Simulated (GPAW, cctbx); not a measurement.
# How far are the atoms of (ZnS)2(CuCl)2 from free atoms?

Question: by how much does bonding change the X-ray structure factors of (ZnS)2(CuCl)2, how firmly does DFT give the change, and what does a routine refinement make of it?

The cell is a (ZnS)2(CuCl)2 superlattice along [001] of the zinc-blende type, started at the mean lattice constant and relaxed freely, with no substrate. All numbers below are calculated.

## 1. Relax the structure

The density hangs on the geometry, so cell and atoms are relaxed first, with the symmetry held. The cutoff is set higher than for the density because stress converges slowly with plane waves.

Settings: GPAW 26.7.0, PBE, 570 eV, 6×6×2 k-points (along the axes of the calculation cell), Fermi–Dirac width 0.05 eV, BFGS to 0.03 eV/Å.

```text
cell
1.0
     3.846660890    0.000000000    0.000000000
     0.000000000    3.846660890    0.000000000
     0.000000000    0.000000000   10.880000000
Zn S Cu Cl
2 2 2 2
Direct
0.000000000 0.000000000 0.000000000
0.500000000 0.500000000 0.250000000
0.500000000 0.000000000 0.125000000
0.000000000 0.500000000 0.375000000
0.000000000 0.000000000 0.500000000
0.500000000 0.500000000 0.750000000
0.500000000 0.000000000 0.625000000
0.000000000 0.500000000 0.875000000
```

```console
$ OMP_NUM_THREADS=1 mpirun -n 4 gpaw python run.py > gpaw.log
```

```text
BFGS:    0      -25.735621        1.320138
BFGS:    1      -25.816800        1.101955
BFGS:    2      -26.037749        0.541056
BFGS:    3      -26.048395        0.521492
...
BFGS:   21      -26.176079        0.039537
BFGS:   22      -26.176301        0.033220
BFGS:   23      -26.176412        0.018071
cell  3.8701 3.9747 10.8396  90.00 90.00 90.00
volume 166.738 A^3, largest force 0.016 eV/A, largest stress 0.14 GPa
```

After 23 steps the volume has changed by +3.6 % and the energy by -0.441 eV; the largest stress left is 0.14 GPa. It took 17 min on 4 cores of Arm Neoverse V2 (shared host), peak memory 1.8 GiB.

Relaxed structure: Pmm2 (no. 25), a = 3.8701 Å, b = 3.9747 Å, c = 10.8396 Å, α = 90.00°, β = 90.00°, γ = 90.00°.

```
atom  mult.    x    y       z
 Zn1      1    0    0  0.0180
 Zn2      1  1/2  1/2  0.2628
 Cu1      1    0    0  0.4651
 Cu2      1  1/2  1/2  0.7290
 Cl1      1  1/2    0  0.6342
 Cl2      1    0  1/2  0.8833
  S1      1  1/2    0  0.1294
  S2      1    0  1/2  0.3784
```

## 2. The all-electron density

X-rays see the whole electron density, so the PAW density is rebuilt with its core regions. Subtracting spherical free atoms from the same code cancels the cores and leaves the deformation density Δρ, the part due to bonding.

Settings: PBE, 450 eV, 7×6×3 k-points (along the axes of the calculation cell), Fermi–Dirac width 0.05 eV; primitive cell of 8 atoms.

```console
$ OMP_NUM_THREADS=1 mpirun -n 4 gpaw python run.py > gpaw.log
```

```text
|iter:   1|       0s |  -27.403835 | +0.57 |       |
|iter:   2|       2s |  -27.198748 | -0.47 | -1.24 |
|iter:   3|       4s |  -26.547021 | -0.36 | -1.29 |
...
|iter:  19|      35s |  -26.016062c| -6.97 | -6.30c|
|iter:  20|      36s |  -26.016062c| -7.38 | -6.99c|
|iter:  21|      38s |  -26.016062c| -7.67c| -6.83c|
```

```text
grid (40, 40, 108)  electrons 184.000  moved by bonding 1.443 e
deformation density beyond 0.5 A of the nuclei: max 0.153, min -0.199 e/A^3
atom        x       y       z   Voronoi charge  moment
Zn1    0.0000  0.0000  0.0179      0.342       0.00
Zn2    0.5000  0.5000  0.2628      0.287       0.00
Cu3    0.0000  0.0000  0.4651      0.113       0.00
Cu4    0.5000  0.5000  0.7290      0.142       0.00
Cl5    0.5000  0.0000  0.6342     -0.168       0.00
Cl6    0.0000  0.5000  0.8833     -0.153       0.00
S 7    0.5000  0.0000  0.1294     -0.279       0.00
S 8    0.0000  0.5000  0.3784     -0.285       0.00
mean inner potential of superposed free atoms 12.335 V
total magnetic moment 0.000 muB
```

Deformation density in a plane through the shortest contact of the Cu atom at the origin, in 0.01 e/Å³ (clipped at ±99); x from -1.6 to 3.8 Å, y from 2.4 down to -2.4 Å:

```text
 -4   0   3   2   0   0  -1  -1  -1  -1  -1  -1  -1  -1  -1  -1
  .   .  -6  -1   0   0  -1  -1  -1  -1  -1  -1   0  -1  -1  -1
  .   .  -4   1   1   0   0   0  -1   0   0   0   1   0   0  -1
 -1   6  12   9   4   1   0   0   0   0   1   2   3   1   0  -1
  3  10  13   5  -2   0   1   2   2  -1  -2   2   3   2   0  -1
  2   5   3 -13   .   .  -5   4   8   1   .   .  -3  -1   0   0
  0   1  -3 -15   .   . -16   4  15   9   .   .  -7  -1   1   0
  0  -1  -2  -4   .   . -11   5  11   7   .   .   9   8   4   1
 -1  -1  -2  -3  -4  -3  -1   2   5   3   3  11  15   8   1   1
  0  -1  -1  -1  -2  -2  -1   0   1   1   3   6   5  -9  -9  -5
  0   0   0  -1  -1  -1  -1   0   0   0   1   1  -3 -18   .   .
  0   0   0   0   0   0   0   0   0   0   0  -1  -2  -5   .   .
  0   0   0   0   0   0   0   0   0   0  -1  -1  -2  -3  -4  -5
```

Atoms in or within 0.15 Å of the plane: Cu (3.6, -1.7), Cu (0.0, 0.0), S (2.2, 0.0), S (-1.4, 1.7) Å. Dots mark points within about 0.45 Å of a nucleus; large values next to them are atomic features.

S gains most (-0.28 e) and Zn loses most (+0.31 e), in averages over each element's sites, which isn't the order of electronegativity: valence and coordination count too, and Voronoi cells cut space at the midplane whatever the atoms' sizes. Such charges fall far short of formal ones, since overlapping free atoms already put density on their neighbours. Along the shortest contact from the Cu atom at the map's origin, Cu–S at 2.20 Å, Δρ is +0.11 e/Å³ at the midpoint and highest, +0.15, 1.35 Å from Cu (points within 0.5 Å of a nucleus left out): a bond charge, the mark of covalency, pulled towards S. At the midpoints of other shortest contacts it is +0.07 (Cu–Cl, 2.24 Å), +0.11 (Zn–S, 2.28 Å) and +0.04 (Zn–Cl, 2.47 Å) e/Å³. Point values carry grid noise of about 0.01 e/Å³. The run needed 21 iterations, 45 s.

## 3. From the density to structure factors

The Fourier components of Δρ, added to those of the free atoms, give the static X-ray structure factors; the Mott–Bethe relation turns them into the Fourier components V of the potential that fast electrons feel.

```text
static structure factors of the conventional cell: F in electrons, V (Mott-Bethe) in volts
   h  k  l      d  |F| table  |F| free   |F| DFT   change   |V| free  |V| DFT  change %
   0  0  1 10.8396    10.019    10.030    10.103    0.073     0.722    0.648    -10.4
   0  0  2  5.4198     3.583     3.576     3.606    0.030     0.188    0.164    -12.8
   0  1  0  3.9747     0.000     0.000     0.029    0.029     0.000    0.013        -
   1  0  0  3.8701     0.000     0.000     0.039    0.039     0.000    0.016        -
   0  1  1  3.7317     8.873     8.844     8.882    0.037     0.460    0.448     -2.7
   1  0  1  3.6448    11.688    11.662    11.533   -0.129     0.497    0.545      9.6
   0  0  3  3.6132    31.226    31.174    31.339    0.164     1.538    1.479     -3.8
   0  1  2  3.2052   103.542   103.391   103.382   -0.009     5.504    5.455     -0.9
   1  0  2  3.1496   117.117   116.914   116.982    0.068     6.345    6.292     -0.8
   1  1  0  2.7728    49.996    49.585    48.912   -0.673     0.510    0.653     27.9
   0  0  4  2.7099    40.044    39.671    39.159   -0.512     1.077    1.071     -0.6
   1  1  1  2.6863    11.151    11.145    11.090   -0.055     0.448    0.458      2.4
   0  1  3  2.6736    28.209    28.142    28.291    0.148     1.245    1.216     -2.3
   1  0  3  2.6411    25.890    25.800    25.656   -0.144     1.025    1.053      2.7
```

The largest X-ray change is -0.67 e on 110, 1.4 % of |F|. For electrons V goes as (Z − F)/g², so a change of F counts against Z − F, which is small at low angle and wherever the atoms' terms cancel: |V| of 110 moves by +27.9 % (0.51 to 0.65 V) against -1.4 % in |F|. The tabulated Hartree–Fock atoms differ from the free DFT atoms by up to 0.41 e, so the choice of reference atom matters too.

## 4. Which functional?

The same geometry is run with other functionals, to see whether the bonding signal is larger than the spread between approximations. Free atoms are LDA for LDA and PBE otherwise. Any other changed setting is in the row's label.

| run | ΔF 110 (e) | ΔF 004 (e) | ΔF 003 (e) | q(S) (e) | moved (e) | time |
| --- | --- | --- | --- | --- | --- | --- |
| PBE | -0.673 | -0.512 | +0.164 | -0.282 | 1.443 | 45 s |
| LDA | -0.632 | -0.490 | +0.143 | -0.257 | 1.353 | 46 s |
| revPBE | -0.684 | -0.514 | +0.173 | -0.295 | 1.510 | 43 s |

At the base's settings ΔF(110) spans -0.684 to -0.632 e, a spread of 8 % of the PBE value; over the three listed reflections the spread is at most 18 %, so sign and size hold across the functionals. Times are from shared hosts.

## 5. Refining ordinary atoms against data with bonding

Routine crystallography fits spherical atoms. To see the bias, intensities are simulated from tabulated atoms plus the DFT change ΔF, so that bonding alone can misfit (7676 reflections of the full sphere, merged to the counts below, to 0.45 Å, 1.5 % proportional noise plus counting noise, assumed isotropic U as listed, Δρ smeared by the mean U) and refined with cctbx over different ranges.

| range | data | R1 | GooF | U Zn1 (true 0.0058) | U Zn2 (true 0.0058) | U Cu1 (true 0.0059) | U Cu2 (true 0.0059) | largest shift (Å) | Δρ max, min (e/Å³) |
| --- | --- | --- | --- | --- | --- | --- | --- | --- | --- |
| all data | 2258 | 0.0096 | 0.95 | 0.0058 | 0.0058 | 0.0059 | 0.0059 | 0.0004 | 0.36, -0.64 |
| low resolution, d > 0.84 | 399 | 0.0067 | 0.97 | 0.0057 | 0.0057 | 0.0057 | 0.0059 | 0.0015 | 0.14, -0.17 |
| high order, d < 0.75 | 1711 | 0.0112 | 0.94 | 0.0058 | 0.0058 | 0.0059 | 0.0059 | 0.0004 | 0.29, -0.37 |
| occupancies free, d > 0.7 | 655 | 0.0072 | 0.98 | 0.0059 | 0.0058 | 0.0058 | 0.0058 | 0.0005 | 0.17, -0.26 |

With all data GooF is 0.95, so at this noise the bonding hardly shows; the top residual peak lies 2.00 Å from Cl and 2.00 Å from Cl. No U is off by more than 3 s.u. at low resolution. With Zn1 held at 1 and the scale free, the other occupancies refine to Zn2 0.999(0.002), Cu1 0.997(0.006), Cu2 0.997(0.004) and Cl1 1.004(0.004), within three s.u. of full.

## 6. Answer

Bonding moves 1.44 e in the primitive cell of (ZnS)2(CuCl)2 and changes the structure factors of the conventional cell in the table above by at most 0.67 e (110, 1.4 %). The shortest bond, Cu–S, has Δρ = +0.11 e/Å³ at its midpoint, a covalent bond charge. At the base's settings ΔF(110) spans -0.684 to -0.632 e, a spread of 8 % of the PBE value; over the three listed reflections the spread is at most 18 %, so sign and size hold across the functionals. With all data GooF is 0.95, so at this noise the bonding hardly shows. Limits: static density, frozen cores, no spin–orbit coupling; no Hubbard U on Cu.

[Outputs are excerpts: Python notices, other lines and further rows are left out; steps that failed or that the build refused (PBEsol, TPSS) are not shown.]

[Logs are printed without paths, hosts, clocks, repeated set-up lines and the standing remarks that a program may print on its own settings, such as how far it seeks lower states.]
